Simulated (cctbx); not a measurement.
## Resonant diffraction in Ru2N2O9

Space group C2/m (no. 12), a = 13.1250 Å, b = 6.3230 Å, c = 9.5160 Å, α = 90.00°, β = 131.36°, γ = 90.00°.

| atom | mult. | x | y | z | Ueq (Å²) |
| --- | --- | --- | --- | --- | --- |
| Ru1 | 4 | 0.1821 | 1/2 | 0.6322 | 0.0031 |
| Ru2 | 4 | 0.0563 | 0 | 0.9017 | 0.0033 |
| O1 | 4 | 0.6183 | 1/2 | 0.1604 | 0.0052 |
| O2 | 8 | 0.0727 | 0.3196 | 0.8959 | 0.0053 |
| O3 | 4 | 0.7726 | 1/2 | 0.5221 | 0.0071 |
| O4 | 8 | 0.8160 | 0.8180 | 0.3597 | 0.0065 |
| O5 | 4 | 0.9743 | 0 | 0.6473 | 0.0061 |
| O6 | 4 | 0.9812 | 1/2 | 0.3653 | 0.0062 |
| O7 | 4 | 0.2326 | 1/2 | 0.9040 | 0.0059 |
| N1 | 4 | 0.8318 | 0 | 0.4549 | 0.0054 |
| N2 | 4 | 0.0933 | 1/2 | 0.8399 | 0.0056 |

The model was made for the exercise: a known structure type with other elements put in, its volume estimated, not relaxed; displacement parameters are assumed.

Calculated with cctbx: free-atom f′ and f″ from the Sasaki tables, no fine structure; amplitudes in electrons.

```csv
E (eV),F 0 2 1,F 0 2 2,F 2 0 0,F 0 2 0
21517,15.6,45.3,10.5,374.0
21867,16.0,44.6,10.2,368.1
21997,16.4,44.0,9.9,362.6
22057,16.8,43.4,9.6,357.4
22087,17.1,42.7,9.4,352.2
22102,17.5,42.1,9.1,347.1
22109,17.8,41.6,8.9,342.8
22113,18.1,41.1,8.6,338.2
22121,18.7,40.4,8.4,332.1
22125,18.1,41.4,8.8,340.7
22132,17.7,42.1,9.1,346.7
22147,17.3,42.8,9.4,352.7
22177,16.9,43.5,9.7,358.4
22267,16.4,44.4,10.1,366.0
22517,15.8,45.3,10.5,374.1
```

**Question.** Which edge is crossed, and why do the reflections move as they do?

The K edge of Ru. The edge is at 22117 eV. f′ of Ru falls from -4.6 e at 21997 eV to -7.7 e at 4 eV below it, and f″ steps from 0.54 to 3.66 e across it. Over that approach |F| changes by +10 % (0 2 1), -7 % (0 2 2), -13 % (2 0 0) and -7 % (0 2 0): a reflection falls where Ru scatters in phase with the total and rises where it scatters against it; it hardly moves where the Ru term is small or cancels by symmetry. Above the edge the larger f″ enters the imaginary part, where it can add to or cancel the other atoms' f″. The structure is centrosymmetric, so Friedel mates stay equal.

[Logs are printed without paths, hosts, clocks, repeated set-up lines and the standing remarks that a program may print on its own settings, such as how far it seeks lower states.]
